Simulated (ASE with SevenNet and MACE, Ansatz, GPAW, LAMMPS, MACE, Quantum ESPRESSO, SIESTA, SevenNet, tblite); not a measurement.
**Machine-learned potentials runs on amorphous 35La2O3-65GeO2 (mol %) (96 atoms)**

Aim: run amorphous 35La2O3-65GeO2 (mol %) (96 atoms) in machine-learned potentials and see how near its forces come to a plane-wave reference, and at what cost.

Calculated with ASE with SevenNet and MACE; the method is named at each step.

### 1. Set-up

The cell holds 96 atoms: 18 La, 17 Ge and 61 O. Cell: a = 11.582 Å, b = 11.582 Å, c = 11.582 Å, α = 90.0°, β = 90.0°, γ = 90.0°. 96 atoms (18 Nd, 17 Ge, 61 O) placed at random at 5.25 g/cm³, melted at 5000 K for 10 ps at fixed volume with the Morse and Coulomb pair potential with partial charges (Pedone, Malavasi, Menziani, Cormack and Segre, J. Phys. Chem. B 110, 11780 (2006)). Quenched from 5000 K to 300 K at 50 K/ps and fixed volume, held 10 ps at zero pressure, then minimised at fixed cell. Then Nd was replaced by La and the cell scaled by 1.016 (the potential has no terms for the new elements, so the cell is a start for a DFT relaxation).

The yardstick, on the same geometry:

- method: Kohn-Sham DFT, PBE, SSSP efficiency 1.3.0 pseudopotentials, plane waves (Quantum ESPRESSO 7.5); sssp-pbe-1.3.0-efficiency, cutoffs 60/480 Ry, Γ point
- r.m.s. force component: 0.7034 eV/Å
- longest force: 2.307 eV/Å
- pressure: 0.941 GPa
- gap (highest filled to lowest empty level): 2.871 eV
- time: 41 min on 1 thread of Arm Neoverse V2, shared host
- CPU time: 41 min

### 2. SevenNet l3i5 potential

Method: machine-learned interatomic potential SevenNet l3i5, trained on PBE(+U) plane-wave data.

run.py

```python
import numpy as np
from ase.io import read
import mlip  # loads the published weights by name

atoms = read("structure.xyz")
atoms.calc = mlip.calc("7net-l3i5")
energy = atoms.get_potential_energy()
forces = atoms.get_forces()
print(f"energy {energy:.6f} eV")
print("forces (eV/A)")
for i, (a, f) in enumerate(zip(atoms, forces)):
    print(f"{i:4d} {a.symbol:2s} {f[0]:10.5f} {f[1]:10.5f} {f[2]:10.5f}")
stress = -atoms.get_stress(voigt=False) * 160.21766
print("stress (GPa, compression positive)")
for row in stress:
    print(" ".join(f"{x:10.4f}" for x in row))
```

structure.xyz

```xyz
96
Lattice="11.58205 0.00000 0.00000 0.00000 11.58205 0.00000 0.00000 0.00000 11.58205" Properties=species:S:1:pos:R:3 pbc="T T T"
La 0.48216 3.11488 6.09471
La 6.77446 2.96570 2.82973
La 3.68518 8.54466 0.61200
La 3.81397 9.50354 3.88184
La 8.43683 1.09114 11.48986
La 6.75222 10.73366 8.22696
La 3.46408 4.45897 0.25770
La 8.84683 1.13747 5.66420
La 1.13261 10.82180 0.21577
La 10.14414 9.51743 8.95130
La 8.95119 8.43590 0.82881
La 10.05808 4.65946 8.73449
La 2.44624 2.37525 9.00655
La 5.78813 3.02859 9.02404
La 0.57748 7.06598 10.68062
La 0.37769 7.06934 6.30897
La 2.89667 5.81743 4.32601
La 0.17385 9.16928 3.47855
Ge 8.72059 4.82138 5.33933
Ge 4.59008 1.04945 0.44348
Ge 7.50401 4.80308 11.19289
Ge 10.78590 5.83145 2.91960
Ge 3.04318 9.15075 8.73182
Ge 6.33376 7.01803 6.54571
Ge 4.81396 1.10006 5.79971
Ge 3.44195 5.82044 7.76032
Ge 10.85006 1.44683 9.23379
Ge 6.05463 6.90858 3.14163
Ge 11.22312 3.61916 0.27681
Ge 11.48777 1.29464 2.81525
Ge 3.11360 2.63839 3.27309
Ge 1.89297 11.17123 6.32496
Ge 7.42479 10.87879 2.88057
Ge 6.78245 7.66338 9.94574
Ge 8.72487 9.23599 5.67103
O 9.88065 0.06289 9.80953
O 1.63411 1.60226 2.95875
O 10.17147 4.75999 6.35507
O 5.77898 4.58163 11.28995
O 6.27099 1.23291 0.82418
O 10.91064 2.09751 1.35325
O 0.50706 3.51249 8.44783
O 2.07979 9.39212 2.12542
O 3.55638 11.36118 5.62517
O 6.33202 7.00621 8.41158
O 7.83653 4.24714 9.54141
O 7.37510 8.60581 6.58579
O 9.18445 10.47307 6.84615
O 3.06670 7.41830 8.39849
O 8.34325 10.01407 4.16977
O 4.45098 7.42479 2.63225
O 3.76973 11.11935 0.36541
O 4.57792 9.87648 8.45304
O 3.74448 4.55186 8.89050
O 1.35267 3.45261 11.38400
O 0.46166 6.04629 4.10503
[... 36 atom lines left out ...]
O 3.93106 2.02848 1.73128
O 7.89166 8.99555 9.65572
O 10.79876 1.84583 4.32416
O 10.61599 7.42525 2.21796
```

Launch:

```console
$ OMP_NUM_THREADS=1 python run.py > output.txt
```

Log:

```text
energy -702.782898 eV
forces (eV/A)
   0 La    0.68877   -0.62862   -0.86503
   1 La   -0.68841    0.93871   -0.29248
   2 La    1.71689   -0.70104   -1.01675
   3 La    0.63696    0.23894    0.94483
   4 La   -0.46838    0.59584   -0.04316
   5 La   -1.54919   -0.10311   -0.19912
   6 La   -0.12867   -0.16081    0.46330
   7 La    0.02626   -0.23494   -0.54013
   8 La    0.16192    1.26516   -0.15752
   9 La    0.04696   -0.34215   -0.79771
  10 La   -1.84823   -0.82951    0.94229
  11 La   -0.42034   -0.22487    0.73791
  12 La   -1.30737   -0.70961   -0.44114
  13 La    1.13806   -0.00427    0.17919
  14 La    0.36183   -0.85135   -0.00343
  15 La   -0.24611    0.92403    0.58629
  16 La    0.84662   -0.44528    0.11247
  17 La    0.36147    0.68548    0.83731
  18 Ge    0.20975    1.02604   -0.03760
  19 Ge   -0.10785   -0.63851    0.44709
  20 Ge   -0.85023   -0.24339   -0.23813
  21 Ge   -0.39518   -0.83428    0.06848
  22 Ge    1.38291    0.53229   -1.20833
  23 Ge    0.67156   -0.08612   -0.51704
[...]
88 O    -0.91044    0.12736    1.26702
  89 O    -1.23084   -0.80203    0.38711
  90 O    -0.10811    1.03709   -0.86316
  91 O     0.50697    0.51114   -0.02331
  92 O     0.03456    1.31199    0.47196
  93 O     1.56982    1.08446    0.37888
  94 O    -0.92680   -0.11362    0.98925
  95 O    -0.29746    0.88732   -0.87749
stress (GPa, compression positive)
    0.2035    -1.1893     0.2219
   -1.1893     0.2882     0.9215
    0.2219     0.9215     0.6099
```

Wall time 14 s (1 thread of Arm Neoverse V2, shared host); peak memory 1.4 GiB.

Banners, paths, timers and routine set-up lines are dropped from the logs unmarked, and long logs keep their key lines alone; longer cuts are marked.

Against the reference:

```
r.m.s. force component                  : 0.7051 eV/Å
r.m.s. difference of force components   : 53.61 meV/Å
longest difference of force vectors     : 195.2 meV/Å
force difference over r.m.s. force      : 7.622 %
slope of forces against the reference's : 0.9995
correlation of force components         : 0.9971
pressure                                : 0.3672 GPa
pressure difference                     : -0.5738 GPa
```

Length of the force difference by element (eV/Å):

| element | atoms | mean | most |
| --- | --- | --- | --- |
| Ge | 17 | 0.087 | 0.14 |
| La | 18 | 0.10 | 0.15 |
| O | 61 | 0.079 | 0.20 |

A closer look about La11, which bears the longest force: 9 atoms, nearest first, numbered in the order of the input, with positions taken from that point.

| atom | x | y | z | distance (Å) | bonds | Fx | Fy | Fz (eV/Å) |
| --- | --- | --- | --- | --- | --- | --- | --- | --- |
| La11 | 0.00 | 0.00 | 0.00 | 0.00 | 6 | -1.85 | -0.83 | 0.94 |
| O58 | -1.65 | -0.77 | 1.43 | 2.31 | 2 | 1.25 | 0.83 | -1.02 |
| O75 | -0.78 | 2.14 | 0.50 | 2.33 | 3 | 0.68 | -0.11 | -0.86 |
| O92 | 1.95 | 0.57 | -1.26 | 2.39 | 4 | 0.51 | 0.51 | -0.02 |
| O96 | 1.66 | -1.01 | 1.39 | 2.39 | 3 | -0.30 | 0.89 | -0.88 |
| O86 | -1.18 | -1.89 | -1.46 | 2.66 | 3 | 1.29 | 0.85 | 0.54 |
| O94 | -1.06 | 0.56 | -2.76 | 3.00 | 4 | 1.57 | 1.08 | 0.38 |
| Ge34 | -2.17 | -0.77 | -2.47 | 3.37 | 4 | -0.68 | -0.66 | -0.79 |
| Ge33 | -1.53 | 2.44 | 2.05 | 3.54 | 4 | -1.26 | -0.43 | 0.70 |

Atoms are counted from 1 here, from 0 in the log.

Forces lie 7.6 % from the reference's, at 0.0046 times its CPU time.

### 3. MACE MPA-0 medium potential

Method: machine-learned interatomic potential MACE MPA-0 medium, trained on PBE(+U) plane-wave data.

run.py: that of step 2 with these lines changed.

```diff
@@ -5,3 +5,3 @@
 atoms = read("structure.xyz")
-atoms.calc = mlip.calc("7net-l3i5")
+atoms.calc = mlip.calc("mace-mpa-0-medium")
 energy = atoms.get_potential_energy()
```

structure.xyz is that of step 2.

Log:

```text
energy -703.049970 eV
forces (eV/A)
   0 La    0.91081   -0.69459   -0.81708
   1 La   -0.75750    1.05571   -0.48037
   2 La    2.05652   -0.81662   -1.16137
   3 La    0.63937    0.19208    1.05071
   4 La   -0.63013    0.71996   -0.05204
   5 La   -1.74248   -0.00392   -0.13714
   6 La   -0.08282   -0.16496    0.59758
   7 La    0.00544   -0.33416   -0.64549
   8 La    0.18249    1.35538   -0.15315
   9 La    0.07413   -0.39616   -0.72097
  10 La   -2.04570   -1.03938    0.97294
  11 La   -0.46572   -0.20049    0.97577
  12 La   -1.24133   -0.55056   -0.48670
  13 La    1.09680    0.16044    0.31792
  14 La    0.41737   -1.13701   -0.05753
  15 La   -0.08202    0.97268    0.63224
  16 La    0.99425   -0.41415   -0.08593
  17 La    0.39706    0.69482    0.95770
  18 Ge    0.15543    1.04545   -0.00796
  19 Ge   -0.02026   -0.59375    0.49275
  20 Ge   -0.99118   -0.31038   -0.30248
  21 Ge   -0.39285   -0.78514   -0.06700
  22 Ge    1.39434    0.50283   -1.25097
  23 Ge    0.55037   -0.00234   -0.36340
[...]
88 O    -1.07243    0.10213    1.33762
  89 O    -1.07810   -0.74219    0.41594
  90 O    -0.07542    1.00756   -0.87624
  91 O     0.51210    0.54401   -0.01559
  92 O    -0.00410    1.26639    0.52647
  93 O     1.65958    1.16279    0.23857
  94 O    -0.94611   -0.07256    0.97870
  95 O    -0.20715    0.99215   -0.88800
stress (GPa, compression positive)
    0.1742    -1.1965     0.2296
   -1.1965     0.1059     1.0052
    0.2296     1.0052     0.5426
```

Run time: 8.8 s. Hardware: 1 thread; peak memory 1 GiB.

Compared with the plane-wave run:

* r.m.s. force component: 0.7233 eV/Å
* r.m.s. difference of force components: 85.09 meV/Å
* longest difference of force vectors: 424.7 meV/Å
* force difference over r.m.s. force: 12.1 %
* slope of forces against the reference's: 1.021
* correlation of force components: 0.9933
* pressure: 0.2742 GPa
* pressure difference: -0.6668 GPa

Against the first run (7.6 %), the force difference from the reference is 12 %, at 0.73 times the CPU time.

### 4. SevenNet 0 potential

Method: machine-learned interatomic potential SevenNet 0, trained on PBE(+U) plane-wave data.

run.py: that of step 3 with these lines changed.

```diff
@@ -5,3 +5,3 @@
 atoms = read("structure.xyz")
-atoms.calc = mlip.calc("mace-mpa-0-medium")
+atoms.calc = mlip.calc("7net-0")
 energy = atoms.get_potential_energy()
```

structure.xyz is that of step 3.

Log:

```text
energy -703.430176 eV
forces (eV/A)
   0 La    0.66778   -0.60990   -0.74868
   1 La   -0.68445    0.97123   -0.19993
   2 La    1.59097   -0.69305   -0.93708
   3 La    0.61671    0.08284    0.94161
   4 La   -0.49976    0.63063   -0.11364
   5 La   -1.42761   -0.03978   -0.17678
   6 La    0.02948   -0.09872    0.40587
   7 La   -0.02156   -0.22229   -0.50157
   8 La    0.19115    1.04326   -0.11549
   9 La    0.10834   -0.25739   -0.73174
  10 La   -1.67357   -0.81905    0.80363
  11 La   -0.38436   -0.31157    0.67741
  12 La   -1.27576   -0.49422   -0.42414
  13 La    1.00742   -0.00562    0.13304
  14 La    0.32985   -0.82084   -0.04166
  15 La   -0.16491    0.71282    0.53152
  16 La    0.91924   -0.35929    0.04363
  17 La    0.39588    0.64430    0.85826
  18 Ge    0.15415    1.00236    0.03746
  19 Ge   -0.06017   -0.58536    0.42644
  20 Ge   -0.98480   -0.31675   -0.35148
  21 Ge   -0.36007   -0.75692    0.10772
  22 Ge    1.36460    0.47048   -1.25205
  23 Ge    0.57863   -0.13074   -0.37749
[...]
88 O    -0.92035    0.11387    1.20897
  89 O    -1.14005   -0.79368    0.38972
  90 O    -0.01781    0.99682   -0.74115
  91 O     0.46840    0.49052   -0.03424
  92 O    -0.00617    1.21545    0.46272
  93 O     1.44079    0.98131    0.34502
  94 O    -0.90143   -0.09934    0.85248
  95 O    -0.24232    0.84259   -0.90386
stress (GPa, compression positive)
    0.2354    -1.0502     0.2196
   -1.0502     0.2825     0.9523
    0.2196     0.9523     0.5605
```

Elapsed: 7.7 s, on 1 thread; peak memory 0.91 GiB.

Compared with the plane-wave run:

```yaml
r_m_s_force_component: 0.6798 eV/Å
r_m_s_difference_of_force_components: 71.7 meV/Å
longest_difference_of_force_vectors: 294.4 meV/Å
force_difference_over_r_m_s_force: 10.19 %
slope_of_forces_against_the_reference_s: 0.9618
correlation_of_force_components: 0.9952
pressure: 0.3595 GPa
pressure_difference: -0.5815 GPa
```

Against the first run (7.6 %), the force difference from the reference is 10 %, at 0.67 times the CPU time.

### 5. The ladder

Differences are against the plane-wave reference, forces as r.m.s. over components; share is that over the reference's r.m.s. force, slope the least-squares factor from reference forces to these. Total energies of different programs have different zeros and aren't compared.

| run | Δ force, r.m.s. (meV/Å) | share (%) | slope | Δ pressure (GPa) | cores | CPU time | memory (GiB) |
| --- | --- | --- | --- | --- | --- | --- | --- |
| reference | - | - | - | - | 1 | 41 min | 10.0 |
| SevenNet l3i5 potential | 53.6 | 7.62 | 1.000 | -0.574 | 1 | 11 s | 1.4 |
| MACE MPA-0 medium potential | 85.1 | 12.1 | 1.021 | -0.667 | 1 | 8.4 s | 1.0 |
| SevenNet 0 potential | 71.7 | 10.2 | 0.962 | -0.582 | 1 | 7.7 s | 0.91 |

Times of the machine-learned potentials are mostly Python's start and the loading of weights.

CPU time is summed over cores on a shared host, where runs went side by side, so it is rough. Symmetry, cutoffs, thresholds, outputs and thread counts weren't matched or tuned between programs; memory under MPI is the largest rank's times the ranks.

### 6. Summary of results

| Property | Result |
| --- | --- |
| nearest in forces | SevenNet l3i5 potential, 7.6 % |
| its CPU time | 11 s |

What this shows: Machine-learned potentials differ by 7.6 % (SevenNet l3i5 potential) to 12 % (MACE MPA-0 medium potential); they were trained on other programs' data. The reference's pressure holds the uncorrected Pulay stress of its 60 Ry basis, so small pressure differences, and their order, may be the reference's own error. Machine-learned potentials mimic data converged in k, so the reference's own k-point error enters their differences. The quench rate of 50 K/ps is many orders above laboratory rates, so the cell is likely richer in defects and strain than a real sample. The network of bonds at the start is that of the classical potential that made the cell, and needn't be the one that DFT or experiment would give. The electronic-structure runs sample only Γ, in a cell whose shortest periodic width is 12 Å. Spin–orbit coupling is left out, which matters for the levels of the heavy elements.

[Also dropped from logs without a mark: logging warnings of Python, and SIESTA's first energy breakdown and zero terms.]

[Logs are printed without paths, hosts, clocks, repeated set-up lines and the standing remarks that a program may print on its own settings, such as how far it seeks lower states.]

[Hosts, paths, dates, database ids (printed as entryN), source tags and the programs' standing remarks are cut or masked in the printed files.]
